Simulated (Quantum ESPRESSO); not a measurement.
# The valence band of Al2Pt as photoemission sees it, part 19 of 21

Aim: the valence spectrum of Al2Pt from He I to hard X-rays, and which orbitals make each feature.

Quantum ESPRESSO 7.5; DFT, PBEsol, plane waves, ultrasoft GBRV pseudopotentials, scalar-relativistic (the session's first sound run).

So far. Step 17 (Another volume: bands): Of the bands kept, 3 cross the Fermi level on this path. Step 18 (Other settings: self-consistent run: mixing_beta = 0.1 …): Against step 2 (now other mixing), the free energy stays within 0.05 meV an atom. The two runs end at the same energy.

The database entry behind the starting cell differs from later determinations by our own check (0.1 to 0.3 % short, probably kX units), so it need not match the best structure at ambient conditions.

## 20. Projected DOS and spectra: mixing_beta = 0.1 and mixing_mode = "local-TF"

Level of this step: DFT, PBEsol, plane waves, ultrasoft GBRV pseudopotentials, scalar-relativistic; changed: mixing_beta = 0.1, mixing_mode = "local-TF" (Quantum ESPRESSO).

projwfc.x splits the states by atom and shell, which the spectra need, since each shell has its own cross section.

projwfc.in

```
&projwfc
  prefix = 'pes'
  outdir = './tmp'
  filpdos = 'pes'
  ngauss = 0
  degauss = 0.00735
  DeltaE = 0.05
  Emin = -18.98
  Emax = 23.02
/
```

The run is started by

```
$ OMP_NUM_THREADS=1 mpirun -n 4 projwfc.x -nk 4 -in projwfc.in > projwfc.out
```

Output:

```text
[banner, memory and clock lines left out]
Program PROJWFC v.7.5 starts

          URL

     ./tmp/pes.save/

     IMPORTANT: XC functional enforced from input :
     Exchange-correlation= PBESOL
                           (   1   4  10   8   0   0   0)
     Any further DFT definition will be discarded
     Please, verify this is what you really want

     G-vector sticks info

     negative rho (up, down):  1.707E-01 0.000E+00

     Gaussian broadening (read from input): ngauss,degauss=   0    0.007350

     Calling projwave ....

  Problem Sizes
  natomwfc =           20
  nbnd     =           21
  nkstot   =          145
  npwx     =         1524
  nkb      =           36

     Atomic states used for projection
     (read from pseudopotential files):

     state #   1: atom   1 (Pt ), wfc  1 (l=1 m= 1)
     state #   2: atom   1 (Pt ), wfc  1 (l=1 m= 2)
     state #   3: atom   1 (Pt ), wfc  1 (l=1 m= 3)
     state #   4: atom   1 (Pt ), wfc  2 (l=2 m= 1)
     state #   5: atom   1 (Pt ), wfc  2 (l=2 m= 2)
     state #   6: atom   1 (Pt ), wfc  2 (l=2 m= 3)
     state #   7: atom   1 (Pt ), wfc  2 (l=2 m= 4)
     state #   8: atom   1 (Pt ), wfc  2 (l=2 m= 5)
     state #   9: atom   1 (Pt ), wfc  3 (l=0 m= 1)
     state #  10: atom   1 (Pt ), wfc  4 (l=1 m= 1)
     state #  11: atom   1 (Pt ), wfc  4 (l=1 m= 2)
     state #  12: atom   1 (Pt ), wfc  4 (l=1 m= 3)
     state #  13: atom   2 (Al ), wfc  1 (l=0 m= 1)
     state #  14: atom   2 (Al ), wfc  2 (l=1 m= 1)
     state #  15: atom   2 (Al ), wfc  2 (l=1 m= 2)
     state #  16: atom   2 (Al ), wfc  2 (l=1 m= 3)
     state #  17: atom   3 (Al ), wfc  1 (l=0 m= 1)
     state #  18: atom   3 (Al ), wfc  2 (l=1 m= 1)
     state #  19: atom   3 (Al ), wfc  2 (l=1 m= 2)
     state #  20: atom   3 (Al ), wfc  2 (l=1 m= 3)

 k =   0.0000000000  0.0000000000  0.0000000000
==== e(   1) =   -42.15174 eV ====
     psi = 0.331*[#   1]+0.331*[#   2]+0.331*[#   3]
    |psi|^2 = 1.000
==== e(   2) =   -42.15174 eV ====
     psi = 0.331*[#   1]+0.331*[#   2]+0.331*[#   3]
    |psi|^2 = 1.000
==== e(   3) =   -42.15174 eV ====
     psi = 0.331*[#   1]+0.331*[#   2]+0.331*[#   3]
    |psi|^2 = 1.000
==== e(   4) =     0.75670 eV ====
     psi = 0.390*[#   9]+0.302*[#  13]+0.302*[#  17]
    |psi|^2 = 0.993
==== e(   5) =     5.94460 eV ====
     psi = 0.268*[#   5]+0.268*[#   6]+0.268*[#   8]+0.032*[#  14]+0.032*[#  15]
          +0.032*[#  16]+0.032*[#  18]+0.032*[#  19]+0.032*[#  20]
    |psi|^2 = 0.999
==== e(   6) =     5.94460 eV ====
     psi = 0.268*[#   5]+0.268*[#   6]+0.268*[#   8]+0.032*[#  14]+0.032*[#  15]
          +0.032*[#  16]+0.032*[#  18]+0.032*[#  19]+0.032*[#  20]
    |psi|^2 = 0.999
==== e(   7) =     5.94460 eV ====
     psi = 0.268*[#   5]+0.268*[#   6]+0.268*[#   8]+0.032*[#  14]+0.032*[#  15]
          +0.032*[#  16]+0.032*[#  18]+0.032*[#  19]+0.032*[#  20]
    |psi|^2 = 0.999
==== e(   8) =     7.31857 eV ====
     psi = 0.492*[#   4]+0.492*[#   7]
    |psi|^2 = 0.985
==== e(   9) =     7.31857 eV ====
     psi = 0.492*[#   4]+0.492*[#   7]
    |psi|^2 = 0.985
==== e(  10) =    13.92955 eV ====
     psi = 0.493*[#  13]+0.493*[#  17]
    |psi|^2 = 0.985
==== e(  11) =    14.84169 eV ====
     psi = 0.315*[#  10]+0.315*[#  11]+0.315*[#  12]
    |psi|^2 = 0.947
==== e(  12) =    14.84169 eV ====
     psi = 0.315*[#  10]+0.315*[#  11]+0.315*[#  12]
    |psi|^2 = 0.947
==== e(  13) =    14.84169 eV ====
     psi = 0.315*[#  10]+0.315*[#  11]+0.315*[#  12]
    |psi|^2 = 0.947
==== e(  14) =    16.41898 eV ====
     psi = 0.134*[#  14]+0.134*[#  15]+0.134*[#  16]+0.134*[#  18]+0.134*[#  19]
          +0.134*[#  20]+0.064*[#   5]+0.064*[#   6]+0.064*[#   8]
    |psi|^2 = 0.994
==== e(  15) =    16.41898 eV ====
     psi = 0.134*[#  14]+0.134*[#  15]+0.134*[#  16]+0.134*[#  18]+0.134*[#  19]
          +0.134*[#  20]+0.064*[#   5]+0.064*[#   6]+0.064*[#   8]
    |psi|^2 = 0.994
==== e(  16) =    16.41898 eV ====
     psi = 0.134*[#  14]+0.134*[#  15]+0.134*[#  16]+0.134*[#  18]+0.134*[#  19]
          +0.134*[#  20]+0.064*[#   5]+0.064*[#   6]+0.064*[#   8]
    |psi|^2 = 0.994
[...]
psi = 0.161*[#  14]+0.161*[#  15]+0.161*[#  16]+0.161*[#  18]+0.161*[#  19]
          +0.161*[#  20]+0.001*[#   1]+0.001*[#   2]+0.001*[#   3]
[...]
psi = 0.161*[#  14]+0.161*[#  15]+0.161*[#  16]+0.161*[#  18]+0.161*[#  19]
          +0.161*[#  20]+0.001*[#   1]+0.001*[#   2]+0.001*[#   3]
[...]
psi = 0.161*[#  14]+0.161*[#  15]+0.161*[#  16]+0.161*[#  18]+0.161*[#  19]
          +0.161*[#  20]+0.001*[#   1]+0.001*[#   2]+0.001*[#   3]
[...]
psi = 0.301*[#   9]+0.121*[#  13]+0.121*[#  17]
[...]
psi = 0.007*[#   4]+0.007*[#   7]
[...]
k =   0.0441941738  0.0441941738 -0.0441941738
[...]
psi = 0.331*[#   1]+0.331*[#   2]+0.331*[#   3]
[...]
psi = 0.331*[#   1]+0.331*[#   2]+0.331*[#   3]
[...]
psi = 0.331*[#   1]+0.331*[#   2]+0.331*[#   3]
[...]
psi = 0.368*[#   9]+0.285*[#  13]+0.285*[#  17]+0.008*[#  10]+0.008*[#  11]
          +0.008*[#  12]+0.005*[#  14]+0.005*[#  15]+0.005*[#  16]+0.005*[#  18]
          +0.005*[#  19]+0.005*[#  20]
[...]
psi = 0.266*[#   5]+0.266*[#   6]+0.266*[#   8]+0.032*[#  14]+0.032*[#  15]
          +0.032*[#  16]+0.032*[#  18]+0.032*[#  19]+0.032*[#  20]+0.005*[#  13]
          +0.005*[#  17]
[...]
psi = 0.269*[#   5]+0.269*[#   6]+0.269*[#   8]+0.032*[#  14]+0.032*[#  15]
          +0.032*[#  16]+0.032*[#  18]+0.032*[#  19]+0.032*[#  20]
[...]
psi = 0.269*[#   5]+0.269*[#   6]+0.269*[#   8]+0.032*[#  14]+0.032*[#  15]
          +0.032*[#  16]+0.032*[#  18]+0.032*[#  19]+0.032*[#  20]
[...]
psi = 0.491*[#   4]+0.491*[#   7]
[...]
psi = 0.491*[#   4]+0.491*[#   7]
[...]
psi = 0.314*[#  13]+0.314*[#  17]+0.070*[#  10]+0.070*[#  11]+0.070*[#  12]
          +0.017*[#   5]+0.017*[#   6]+0.017*[#   8]+0.015*[#   9]+0.012*[#  14]
          +0.012*[#  15]+0.012*[#  16]+0.012*[#  18]+0.012*[#  19]+0.012*[#  20]

[...]
psi = 0.170*[#  13]+0.170*[#  17]+0.158*[#  10]+0.158*[#  11]+0.158*[#  12]
          +0.038*[#   9]+0.017*[#  14]+0.017*[#  15]+0.017*[#  16]+0.017*[#  18]
          +0.017*[#  19]+0.017*[#  20]+0.004*[#   5]+0.004*[#   6]+0.004*[#   8]

[...]
psi = 0.278*[#  10]+0.278*[#  11]+0.278*[#  12]+0.016*[#  14]+0.016*[#  15]
          +0.016*[#  16]+0.016*[#  18]+0.016*[#  19]+0.016*[#  20]+0.008*[#   5]
[...]
k =   0.1325825215  0.1325825215 -0.1325825215
[...]
psi = 0.331*[#   1]+0.331*[#   2]+0.331*[#   3]
[...]
psi = 0.331*[#   1]+0.331*[#   2]+0.331*[#   3]
[...]
+0.030*[#  19]+0.030*[#  20]
[...]
+0.031*[#  20]+0.004*[#  10]+0.004*[#  11]+0.004*[#  12]
[...]
+0.007*[#   7]
[...]
+0.007*[#   7]
[...]
+0.004*[#  20]
[...]
+0.004*[#  20]
[...]
+0.023*[#   6]+0.023*[#   8]
[...]
+0.023*[#   6]+0.023*[#   8]
[...]
+0.003*[#   6]+0.003*[#   8]
[...]
+0.011*[#   8]
[...]
+0.011*[#   8]
[...]
+0.008*[#  20]+0.002*[#   4]+0.002*[#   7]
[...]
+0.008*[#  20]+0.002*[#   4]+0.002*[#   7]
[...]
k =   0.1767766953  0.1767766953 -0.1767766953
[...]
+0.001*[#  20]
[...]
+0.001*[#  12]
[...]
+0.001*[#  12]
[...]
+0.032*[#  20]+0.012*[#  10]+0.012*[#  11]+0.012*[#  12]
[...]
k =   0.2209708691  0.2209708691 -0.2209708691
[...]
+0.001*[#  19]+0.001*[#  20]
[...]
+0.001*[#  19]+0.001*[#  20]
[...]
k =   0.2651650429  0.2651650429 -0.2651650429
[...]
k =   0.3093592168  0.3093592168 -0.3093592168
[...]
k =  -0.3535533906 -0.3535533906  0.3535533906
[...]
+0.063*[#  18]+0.063*[#  19]+0.063*[#  20]
[...]
k =   0.0883883476  0.0000000000  0.0000000000
[...]
psi = 0.331*[#   1]+0.331*[#   2]+0.331*[#   3]
[...]
psi = 0.331*[#   1]+0.331*[#   2]+0.331*[#   3]
[...]
psi = 0.331*[#   1]+0.331*[#   2]+0.331*[#   3]
[...]
+0.002*[#  18]+0.002*[#  19]+0.002*[#  20]
[...]
psi = 0.493*[#   4]+0.493*[#   7]
[...]
psi = 0.007*[#   4]+0.007*[#   7]
[...]
k =   0.1325825215  0.0441941738 -0.0441941738
[...]
psi = 0.331*[#   1]+0.331*[#   2]+0.331*[#   3]
[...]
psi = 0.331*[#   1]+0.331*[#   2]+0.331*[#   3]
[...]
psi = 0.331*[#   1]+0.331*[#   2]+0.331*[#   3]
[...]
+0.003*[#  18]+0.003*[#  19]+0.003*[#  20]
[...]
psi = 0.491*[#   4]+0.491*[#   7]
[...]
+0.004*[#  18]+0.004*[#  19]+0.004*[#  20]
[...]
k =   0.1767766953  0.0883883476 -0.0883883476
[...]
psi = 0.331*[#   1]+0.331*[#   2]+0.331*[#   3]
[...]
psi = 0.331*[#   1]+0.331*[#   2]+0.331*[#   3]
[...]
k =   0.2209708691  0.1325825215 -0.1325825215
[...]
psi = 0.330*[#   1]+0.330*[#   2]+0.330*[#   3]
[...]
+0.001*[#   1]+0.001*[#   2]+0.001*[#   3]
[...]
+0.009*[#  20]+0.001*[#   4]+0.001*[#   7]
[...]
k =   0.2651650429  0.1767766953 -0.1767766953
[...]
+0.002*[#   1]+0.002*[#   2]+0.002*[#   3]
[...]
k =   0.3093592168  0.2209708691 -0.2209708691
[...]
+0.001*[#   1]+0.001*[#   2]+0.001*[#   3]
[...]
+0.002*[#   1]+0.002*[#   2]+0.002*[#   3]
[...]
k =   0.3535533906  0.2651650429 -0.2651650429
[...]
+0.002*[#   2]+0.002*[#   3]+0.001*[#   9]
[...]
+0.002*[#   1]+0.002*[#   2]+0.002*[#   3]
[...]
k =  -0.3093592168 -0.3977475644  0.3977475644
[...]
k =  -0.2651650429 -0.3535533906  0.3535533906
[...]
+0.029*[#   8]+0.002*[#  10]+0.002*[#  11]+0.002*[#  12]
[...]
k =  -0.2209708691 -0.3093592168  0.3093592168
[...]
+0.002*[#   2]+0.002*[#   3]+0.001*[#   9]
[...]
+0.029*[#  14]+0.029
[... cut ...]
[...]
+0.009*[#  16]+0.009*[#  18]+0.009*[#  19]+0.009*[#  20]
[...]
+0.002*[#   1]+0.002*[#   2]+0.002*[#   3]
[...]
k =  -0.0883883476 -0.4419417382  0.6187184335
[...]
+0.002*[#  17]
[...]
+0.004*[#   7]
[...]
+0.038*[#  12]+0.007*[#   5]+0.007*[#   6]+0.007*[#   8]
[...]
+0.002*[#  17]+0.001*[#   5]+0.001*[#   6]+0.001*[#   8]
[...]
+0.001*[#   1]+0.001*[#   2]+0.001*[#   3]
[...]
k =  -0.0441941738 -0.3977475644  0.5745242597
[...]
+0.002*[#  20]
[...]
+0.002*[#  20]
[...]
+0.003*[#   7]+0.001*[#   1]+0.001*[#   2]+0.001*[#   3]
[...]
+0.006*[#  11]+0.006*[#  12]
[...]
+0.001*[#  13]+0.001*[#  17]
[...]
+0.026*[#  20]+0.005*[#   9]
[...]
+0.033*[#  19]+0.033*[#  20]
[...]
+0.005*[#   8]
[...]
+0.013*[#   4]+0.013*[#   7]
[...]
+0.001*[#   4]+0.001*[#   7]
[...]
+0.002*[#   6]+0.002*[#   8]
[...]
psi = 0.126*[#  14]+0.126*[#  15]+0.126*[#  16]+0.126*[#  18]+0.126*[#  19]
[...]
+0.006*[#  12]+0.002*[#   5]+0.002*[#   6]+0.002*[#   8]
    |psi|^2 = 0.903
==== e(  18) =    21.75330 eV ====
     psi = 0.089*[#  14]+0.089*[#  15]+0.089*[#  16]+0.089*[#  18]+0.089*[#  19]
[...]
+0.030*[#  12]+0.007*[#   5]+0.007*[#   6]+0.007*[#   8]
    |psi|^2 = 0.817
==== e(  19) =    22.35381 eV ====
     psi = 0.063*[#  10]+0.063*[#  11]+0.063*[#  12]+0.022*[#  14]+0.022*[#  15]
          +0.022*[#  16]+0.022*[#  18]+0.022*[#  19]+0.022*[#  20]+0.017*[#  13]
          +0.017*[#  17]+0.013*[#   9]+0.002*[#   5]+0.002*[#   6]+0.002*[#   8]
          +0.002*[#   4]+0.002*[#   7]+0.001*[#   1]+0.001*[#   2]+0.001*[#   3]

    |psi|^2 = 0.383
==== e(  20) =    23.54671 eV ====
     psi = 0.052*[#  13]+0.052*[#  17]+0.040*[#  10]+0.040*[#  11]+0.040*[#  12]
          +0.022*[#  14]+0.022*[#  15]+0.022*[#  16]+0.022*[#  18]+0.022*[#  19]
          +0.022*[#  20]+0.001*[#   5]+0.001*[#   6]+0.001*[#   8]
    |psi|^2 = 0.362
==== e(  21) =    24.37657 eV ====
     psi = 0.016*[#  14]+0.016*[#  15]+0.016*[#  16]+0.016*[#  18]+0.016*[#  19]
          +0.016*[#  20]+0.008*[#  10]+0.008*[#  11]+0.008*[#  12]+0.002*[#  13]
          +0.002*[#  17]
    |psi|^2 = 0.125

 k =   0.0000000000 -0.3535533906  0.5303300859
==== e(   1) =   -42.15400 eV ====
     psi = 0.327*[#   1]+0.327*[#   2]+0.327*[#   3]+0.002*[#  13]+0.002*[#  17]
          +0.002*[#  14]+0.002*[#  15]+0.002*[#  16]+0.002*[#  18]+0.002*[#  19]
          +0.002*[#  20]
    |psi|^2 = 1.000
==== e(   2) =   -42.15362 eV ====
     psi = 0.327*[#   1]+0.327*[#   2]+0.327*[#   3]+0.002*[#  13]+0.002*[#  14]
          +0.002*[#  15]+0.002*[#  16]+0.002*[#  17]+0.002*[#  18]+0.002*[#  19]
          +0.002*[#  20]
    |psi|^2 = 1.000
==== e(   3) =   -42.15266 eV ====
     psi = 0.328*[#   1]+0.328*[#   2]+0.328*[#   3]+0.002*[#  14]+0.002*[#  15]
          +0.002*[#  16]+0.002*[#  18]+0.002*[#  19]+0.002*[#  20]+0.001*[#  10]
          +0.001*[#  11]+0.001*[#  12]
    |psi|^2 = 1.000
==== e(   4) =     3.97329 eV ====
     psi =
```

Run time: 1.4 s. Hardware: 4 MPI ranks of Arm Neoverse V1, shared host.

Numbers from this step:

```yaml
share_of_occupied_states_in_no_projected_shell: 0.0049 of the occupied states in the window
dos_at_the_fermi_level: 1.111 states/eV/cell
```

This run's widths, added to any smearing of the DOS itself: Gaussian 0.35 eV, Lorentzian 0.05 eV plus 0.03 an eV of depth. Intensity against binding energy, zero at the Fermi level; values in % of the maximum within 13 eV:

```tsv
binding energy (eV)	21.2 eV	40.8 eV	400 eV	1486.7 eV	5950 eV
-1.0	0.266	0.265	0.304	0.269	0.272
-0.5	0.397	0.394	0.475	0.401	0.406
0.0	3.38	3.31	4.98	3.41	3.52
0.5	7.19	7.05	10.2	7.26	7.49
1.0	7.44	7.32	10.1	7.54	7.77
1.5	7.15	7.04	9.49	7.30	7.57
2.0	8.40	8.29	10.3	8.58	8.87
2.5	11.0	10.9	12.6	11.2	11.5
3.0	29.0	28.8	30.2	29.1	29.4
3.5	92.5	92.5	92.4	92.5	92.5
4.0	79.2	79.2	80.3	79.3	79.3
4.5	60.9	61.0	62.7	60.9	60.7
5.0	55.2	55.4	57.9	55.2	54.9
5.5	23.3	23.3	26.8	23.8	23.6
6.0	29.0	28.8	36.9	30.3	30.0
6.5	7.32	7.28	10.3	7.83	7.91
7.0	3.81	3.78	6.68	4.32	4.53
7.5	3.03	3.00	6.47	3.66	3.94
8.0	2.18	2.15	5.62	2.83	3.14
8.5	1.24	1.20	3.96	1.77	2.04
9.0	0.783	0.747	2.99	1.24	1.47
9.5	0.529	0.502	2.26	0.915	1.11
10.0	0.349	0.336	1.42	0.606	0.725
10.5	0.217	0.213	0.532	0.291	0.323
11.0	0.165	0.163	0.284	0.190	0.201
11.5	-	0.136	0.208	0.151	0.157
```

Spectra as before, but with a recipe of its own (widths, and in some runs the light), which changes peak heights and what is resolved: Gaussian 0.35 eV, Lorentzian 0.05 eV plus 0.03 times the binding energy, linear light, analyser at 54.7°, Fermi edge at 20 K; some photon energies differ too.

(Continued in part 20 of 21.)

[Logs are printed without paths, hosts, clocks, repeated set-up lines and the standing remarks that a program may print on its own settings, such as how far it seeks lower states.]

[Hosts, paths, dates, database ids (printed as entryN), source tags and the programs' standing remarks are cut or masked in the printed files.]

[Maps of the electrostatic potential energy from Ansatz leave out the sawtooth potential of an applied field or a dipole correction, so their vacuum need not be flat; work functions include it.]

[Peak lists hold at most the 14 tallest peaks of each spectrum; further lines can be left out.]
